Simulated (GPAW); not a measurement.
# A carbon nanotube (4, 4); one C replaced by Al: transmission at several levels, part 2 of 2

Wanted: the zero-bias transmission of a carbon nanotube (4, 4); one C replaced by Al on a ladder of levels, with run times.

GPAW 26.7.0; GPAW LCAO, PAW setups; Landauer transmission from Green's functions with principal layers (ASE), zero bias.

So far, transmission at the Fermi level (one spin): step 2 (single-zeta polarised basis, PBE, GPAW) 1.74; step 3 (basis sz(dzp), PBE, GPAW) 1.72; step 4 (LDA) 1.75.

### Step 6. Comparison

The curves are compared point by point over the common energies.

This step: comparison of transmission and cost over codes and levels (GPAW 26.7.0).

Ladder, by row:

```
   step  code  T at the Fermi level (sum over the listed spins)  conductance (G0)  r.m.s. T(E) from the first  wall time (s)  peak memory (GiB)  threads
    szp  GPAW                                             1.743             1.741                           0           1637               3.55        1
     sz  GPAW                                             1.722             1.721                      0.9606          286.2                2.3        1
szp-LDA  GPAW                                             1.745             1.746                      0.1459           1585               3.54        1
```

Transmission, zone mean, sum over the listed spins against energy, zero at the Fermi level:

```
energy (eV)    szp     sz  szp-LDA
      -2.00   4.12   3.81     4.16
      -1.90   3.82   3.56     3.32
      -1.80   3.04   1.79     3.29
      -1.70  0.975  0.822    0.990
      -1.55   1.16   1.39     1.09
      -1.45   1.40   1.43     1.43
      -1.35   1.27   1.30     1.30
      -1.25   1.15   1.18     1.17
      -1.15   1.07   1.09     1.08
      -1.05   1.01   1.02     1.02
      -0.90   1.00  0.998     1.00
      -0.80   1.05   1.04     1.05
      -0.70   1.13   1.12     1.13
      -0.60   1.24   1.22     1.24
      -0.50   1.35   1.32     1.35
      -0.40   1.45   1.43     1.46
      -0.25   1.59   1.56     1.59
      -0.15   1.66   1.63     1.66
      -0.05   1.72   1.70     1.72
       0.00   1.74   1.72     1.75
       0.05   1.77   1.75     1.77
       0.15   1.80   1.79     1.81
       0.25   1.83   1.82     1.84
       0.40   1.87   1.86     1.88
       0.50   1.89   1.88     1.89
       0.60   1.91   1.89     1.91
       0.70   1.92   1.91     1.92
       0.80   1.94   1.92     1.94
       0.90   1.95   1.93     1.95
       1.05   3.09   1.95     2.96
       1.15   3.68   1.96     3.65
       1.25   5.17   1.97     5.21
       1.35   6.00   1.98     6.01
       1.45   6.42   4.39     6.43
       1.55   6.66   5.46     6.31
       1.70   6.51   6.02     6.30
       1.80   5.79   5.66     5.78
       1.90   5.84   5.59     5.85
       2.00   5.91   5.65     5.92
```

### Step 7. Broadening 0.001: eta = 0.001

The broadening keeps the Green's functions finite; too large a value absorbs electrons where channels are open and leaks them where none are.

This step: GPAW LCAO, PAW setups; Landauer transmission from Green's functions with principal layers (ASE), zero bias (GPAW 26.7.0).

The input, run.py:

```python
import json
import numpy as np
from ase import Atoms
from ase.transport.calculators import TransportCalculator
from gpaw import GPAW, FermiDirac
from gpaw.lcao.tools import get_lcao_hamiltonian
from scipy.linalg import eigh

# The junction with lead layers at both ends, along the third cell vector
device = Atoms(
    ['C', 'C', 'C', 'C', 'C', 'C', 'C', 'C', 'C', 'C', 'C', 'C', 'C', 'C', 'C', 'C', 'C', 'C', 'C', 'C', 'C', 'C', 'C', 'C', 'C', 'C', 'C', 'C', 'C', 'C', 'C', 'C', 'C', 'C', 'C', 'C', 'C', 'C', 'C', 'C', 'C', 'C', 'C', 'C', 'C', 'C', 'C', 'C', 'C', 'C', 'C', 'C', 'C', 'C', 'C', 'C', 'C', 'C', 'C', 'C', 'C', 'C', 'C', 'C', 'C', 'C', 'C', 'C', 'C', 'C', 'C', 'C', 'C', 'C', 'C', 'C', 'C', 'C', 'C', 'C', 'C', 'C', 'C', 'C', 'C', 'C', 'C', 'C', 'C', 'C', 'C', 'C', 'C', 'C', 'C', 'C', 'Al', 'C', 'C', 'C', 'C', 'C', 'C', 'C', 'C', 'C', 'C', 'C', 'C', 'C', 'C', 'C', 'C', 'C', 'C', 'C', 'C', 'C', 'C', 'C', 'C', 'C', 'C', 'C', 'C', 'C', 'C', 'C', 'C', 'C', 'C', 'C', 'C', 'C', 'C', 'C', 'C', 'C', 'C', 'C', 'C', 'C', 'C', 'C', 'C', 'C', 'C', 'C', 'C', 'C', 'C', 'C', 'C', 'C', 'C', 'C', 'C', 'C', 'C', 'C', 'C', 'C', 'C', 'C', 'C', 'C', 'C', 'C', 'C', 'C', 'C', 'C', 'C', 'C', 'C', 'C', 'C', 'C', 'C', 'C', 'C', 'C', 'C', 'C', 'C', 'C', 'C', 'C', 'C', 'C', 'C', 'C'],
    positions=[
        [4.00000, 6.71200, 0.61488],
        [4.36334, 5.35600, 0.61488],
        [5.35600, 9.06066, 0.61488],
        [6.71200, 9.42400, 0.61488],
        [6.71200, 4.00000, 0.61488],
        [8.06800, 4.36334, 0.61488],
        [9.06066, 8.06800, 0.61488],
        [9.42400, 6.71200, 0.61488],
        [4.09241, 7.41392, 1.84463],
        [4.79433, 8.62967, 1.84463],
        [4.79433, 4.79433, 1.84463],
        [6.01008, 4.09241, 1.84463],
        [7.41392, 9.33159, 1.84463],
        [8.62967, 8.62967, 1.84463],
        [8.62967, 4.79433, 1.84463],
        [9.33159, 6.01008, 1.84463],
        [4.00000, 6.71200, 3.07439],
        [4.36334, 5.35600, 3.07439],
        [5.35600, 9.06066, 3.07439],
        [6.71200, 9.42400, 3.07439],
        [6.71200, 4.00000, 3.07439],
        [8.06800, 4.36334, 3.07439],
        [9.06066, 8.06800, 3.07439],
        [9.42400, 6.71200, 3.07439],
        [4.09241, 7.41392, 4.30415],
        [4.79433, 8.62967, 4.30415],
        [4.79433, 4.79433, 4.30415],
        [6.01008, 4.09241, 4.30415],
        [7.41392, 9.33159, 4.30415],
        [8.62967, 8.62967, 4.30415],
[... 156 atom lines left out ...]
        [4.79433, 4.79433, 28.89927],
        [6.01008, 4.09241, 28.89927],
        [7.41392, 9.33159, 28.89927],
        [8.62967, 8.62967, 28.89927],
        [8.62967, 4.79433, 28.89927],
        [9.33159, 6.01008, 28.89927]],
    cell=[[13.424, 0.0, 0.0], [0.0, 13.424, 0.0], [0.0, 0.0, 29.51415]],
    pbc=True)

# One principal layer of the lead: the first 48 atoms of the device
lead = Atoms(
    ['C', 'C', 'C', 'C', 'C', 'C', 'C', 'C', 'C', 'C', 'C', 'C', 'C', 'C', 'C', 'C', 'C', 'C', 'C', 'C', 'C', 'C', 'C', 'C', 'C', 'C', 'C', 'C', 'C', 'C', 'C', 'C', 'C', 'C', 'C', 'C', 'C', 'C', 'C', 'C', 'C', 'C', 'C', 'C', 'C', 'C', 'C', 'C'],
    positions=[
        [4.00000, 6.71200, 0.61488],
        [4.36334, 5.35600, 0.61488],
        [5.35600, 9.06066, 0.61488],
        [6.71200, 9.42400, 0.61488],
        [6.71200, 4.00000, 0.61488],
        [8.06800, 4.36334, 0.61488],
        [9.06066, 8.06800, 0.61488],
        [9.42400, 6.71200, 0.61488],
        [4.09241, 7.41392, 1.84463],
        [4.79433, 8.62967, 1.84463],
        [4.79433, 4.79433, 1.84463],
        [6.01008, 4.09241, 1.84463],
        [7.41392, 9.33159, 1.84463],
        [8.62967, 8.62967, 1.84463],
        [8.62967, 4.79433, 1.84463],
        [9.33159, 6.01008, 1.84463],
        [4.00000, 6.71200, 3.07439],
        [4.36334, 5.35600, 3.07439],
        [5.35600, 9.06066, 3.07439],
        [6.71200, 9.42400, 3.07439],
        [6.71200, 4.00000, 3.07439],
        [8.06800, 4.36334, 3.07439],
        [9.06066, 8.06800, 3.07439],
        [9.42400, 6.71200, 3.07439],
        [4.09241, 7.41392, 4.30415],
        [4.79433, 8.62967, 4.30415],
        [4.79433, 4.79433, 4.30415],
        [6.01008, 4.09241, 4.30415],
        [7.41392, 9.33159, 4.30415],
        [8.62967, 8.62967, 4.30415],
        [8.62967, 4.79433, 4.30415],
        [9.33159, 6.01008, 4.30415],
        [4.00000, 6.71200, 5.53390],
        [4.36334, 5.35600, 5.53390],
        [5.35600, 9.06066, 5.53390],
        [6.71200, 9.42400, 5.53390],
        [6.71200, 4.00000, 5.53390],
        [8.06800, 4.36334, 5.53390],
        [9.06066, 8.06800, 5.53390],
        [9.42400, 6.71200, 5.53390],
        [4.09241, 7.41392, 6.76366],
        [4.79433, 8.62967, 6.76366],
        [4.79433, 4.79433, 6.76366],
        [6.01008, 4.09241, 6.76366],
        [7.41392, 9.33159, 6.76366],
        [8.62967, 8.62967, 6.76366],
        [8.62967, 4.79433, 6.76366],
        [9.33159, 6.01008, 6.76366]],
    cell=[[13.424, 0.0, 0.0], [0.0, 13.424, 0.0], [0.0, 0.0, 7.37854]],
    pbc=True)

settings = dict(mode='lcao', basis='szp(dzp)', xc='PBE', h=0.2,
                occupations=FermiDirac(0.1), maxiter=250,
                mixer=dict(beta=0.1, nmaxold=8, weight=100.0),
                convergence=dict(density=0.0001))
energies = np.arange(-2, 2 + 1e-9, 0.05)
eta = 0.001
n1, n2 = 1, 1
# k and -k transmit alike, so half of the mesh across the current serves
mesh = [(i, j) for i in range(n1) for j in range(n2) if (i, j) <= (-i % n1, -j % n2)]
weights = np.array([1 if (i, j) == (-i % n1, -j % n2) else 2 for i, j in mesh]) / (n1 * n2)

# [... helper functions left out ...]
fermi_lead = ground_state(lead, (1, 1, 15), 'lead.txt')
fermi_device = ground_state(device, (1, 1, 3), 'device.txt')
# [... loop over the mesh left out, but for ...]
        # Shift the lead onto the potential of the device's first layer
        shift = ((H[:, 0, 0] - H0[:, 0, 0]) / S0[0, 0]).real.mean()
# [...]
kT = 8.617333e-5 * 300
bias = [0.1, 0.2, 0.5, 1.0, 1.5, 2.0]
# [... integrals and printing left out ...]
```

On the command line:

```bash
$ OMP_NUM_THREADS=1 OPENBLAS_NUM_THREADS=1 python run.py
```

Log:

```text
basis functions: device 1728, principal layer 432
Fermi level: lead -2.5655 eV, device -2.5981 eV; lead shifted by 0.0105 eV
largest coupling past the next layer 5.35e-15 eV, largest misfit of the first layer 0.027 eV
  E-E_F (eV)   T (one spin)  [channel counts left out]
    -2.000    4.0375e+00
    -1.950    3.2604e+00
    -1.900    3.7321e+00
    -1.850    3.4313e+00
    -1.800    2.9645e+00
    -1.750    1.4690e+00
    -1.700    8.6258e-01
    -1.650    9.3178e-01
    -1.600    9.8059e-01
    -1.550    1.1290e+00
    -1.500    1.3339e+00
    -1.450    1.3626e+00
    -1.400    1.3059e+00
    -1.350    1.2421e+00
    -1.300    1.1852e+00
    -1.250    1.1356e+00
[...]
1.650    6.1898e+00
     1.700    6.3957e+00
     1.750    5.8608e+00
     1.800    5.7243e+00
     1.850    5.7367e+00
     1.900    5.7709e+00
     1.950    5.8076e+00
     2.000    5.8412e+00
conductance at 300 K: 1.7204 G0 a cell; thermopower -2.037 uV/K
current from the zero-bias T(E) at 0.1 V: 13.326 uA
current from the zero-bias T(E) at 0.2 V: 26.633 uA
current from the zero-bias T(E) at 0.5 V: 66.236 uA
current from the zero-bias T(E) at 1.0 V: 130.07 uA
current from the zero-bias T(E) at 1.5 V: 189.85 uA
current from the zero-bias T(E) at 2.0 V: 248.67 uA
```

Elapsed: 25 min, on 1 thread of Intel Xeon Platinum 8488C (Sapphire Rapids), shared host; peak memory 3.5 GiB.

Numbers from this step:

| Quantity | Value |
| --- | --- |
| conductance | 1.720 G₀ |
| thermopower | -2.037 μV/K |
| largest coupling past the next principal layer | 5.35e-15 eV |
| largest misfit of the first principal layer | 0.02743 eV |
| shift that aligns the lead | 0.01046 eV |
| transmission at the Fermi level (one spin) | 1.722 |

One spin. The transmission, zone mean by energy, zero at the Fermi level:

```
energy (eV)  transmission, zone mean
     -2.000                     4.04
     -1.900                     3.73
     -1.800                     2.96
     -1.600                    0.981
     -1.400                     1.31
     -1.200                     1.09
     -1.000                    0.988
     -0.800                     1.04
     -0.600                     1.22
     -0.400                     1.43
     -0.200                     1.60
      0.000                     1.72
      0.200                     1.80
      0.400                     1.85
      0.600                     1.88
      0.800                     1.91
      1.000                     2.54
      1.200                     4.28
      1.400                     6.13
      1.550                     6.50
      1.600                     5.83
      1.700                     6.40
      1.800                     5.72
      2.000                     5.84
```

Not self-consistent under bias; the bias window is split evenly. The current through one cell, from the zero-bias transmission by bias:

```
bias (V)  current through one cell, from the zero-bias transmission (μA)
   0.100                                                            13.3
   0.200                                                            26.6
   0.500                                                            66.2
   1.000                                                             130
   1.500                                                             190
   2.000                                                             249
```

The transmission of the three most open eigenchannels by energy, zero at the Fermi level:

```
energy (eV)  channel 1  channel 2  channel 3
      -2.00      0.988      0.978      0.892
      -1.85      0.967      0.902      0.830
      -1.70      0.861     8.4e-4     2.2e-4
      -1.60      0.921     0.0596     1.9e-7
      -1.45      0.842      0.521     1.4e-9
      -1.30      0.961      0.224    1.5e-10
      -1.15      0.978     0.0773    9.9e-11
      -1.05      0.982     0.0200    2.1e-10
      -0.90      0.985    0.00638    3.3e-10
      -0.75      0.986     0.0894    1.4e-11
      -0.60      0.987      0.237    3.5e-12
      -0.50      0.987      0.345    2.0e-12
      -0.35      0.987      0.495    1.2e-12
      -0.20      0.987      0.617          0
      -0.05      0.987      0.709    1.0e-12
       0.00      0.987      0.735    1.1e-12
       0.05      0.987      0.757    1.3e-12
       0.20      0.987      0.811    2.3e-12
       0.35      0.987      0.851    7.2e-12
       0.50      0.987      0.881    3.6e-11
       0.60      0.987      0.897    1.4e-10
       0.75      0.986      0.918     2.4e-9
       0.90      0.986      0.938     4.0e-7
       1.05      0.986      0.957      0.649
       1.15      0.985      0.964      0.876
       1.30      0.983      0.971      0.968
       1.45      0.984      0.980      0.965
       1.60      0.985      0.982      0.971
       1.70      0.985      0.983      0.964
       1.85      0.987      0.985      0.974
       2.00      0.987      0.986      0.979
```

The conductance, 1.72 G₀, lies 1.2 % below that of the szp run.

### Step 8. Outcome

| Quantity | Value |
| --- | --- |
| conductance | 1.74 G₀ |
| transmission at the Fermi level, mean of the spins | 1.74 |
| thermopower | -2.03 μV/K |

In the szp basis the junction conducts 1.74 G₀ at 300 K, with T = 1.74 a spin at the Fermi level; the sz basis reaches that conductance within 10 %. At the Fermi level two eigenchannels carry the current (1.00 and 0.74). Measured against the first run (szp), the nearest curve is that of szp-LDA (r.m.s. 0.15) and the farthest that of sz (0.96). Over the compared runs wall time goes from 286 s (sz) to 1637 s (szp), on a shared host. The geometry was built from estimated bond lengths and not relaxed, so the numbers describe this model structure. The run had no spin polarisation, so a magnetic state, which chains and small molecules with open shells often have, wasn't tested. The currents use the zero-bias T(E) throughout, which holds only while the bias is small against the distance to the nearest feature. The energy step is wider than the thermal energy, so the conductance and thermopower rest on interpolation of T(E).

[Logs are printed without paths, hosts, clocks, repeated set-up lines and the standing remarks that a program may print on its own settings, such as how far it seeks lower states.]

[Hosts, paths, dates, database ids (printed as entryN), source tags and the programs' standing remarks are cut or masked in the printed files.]
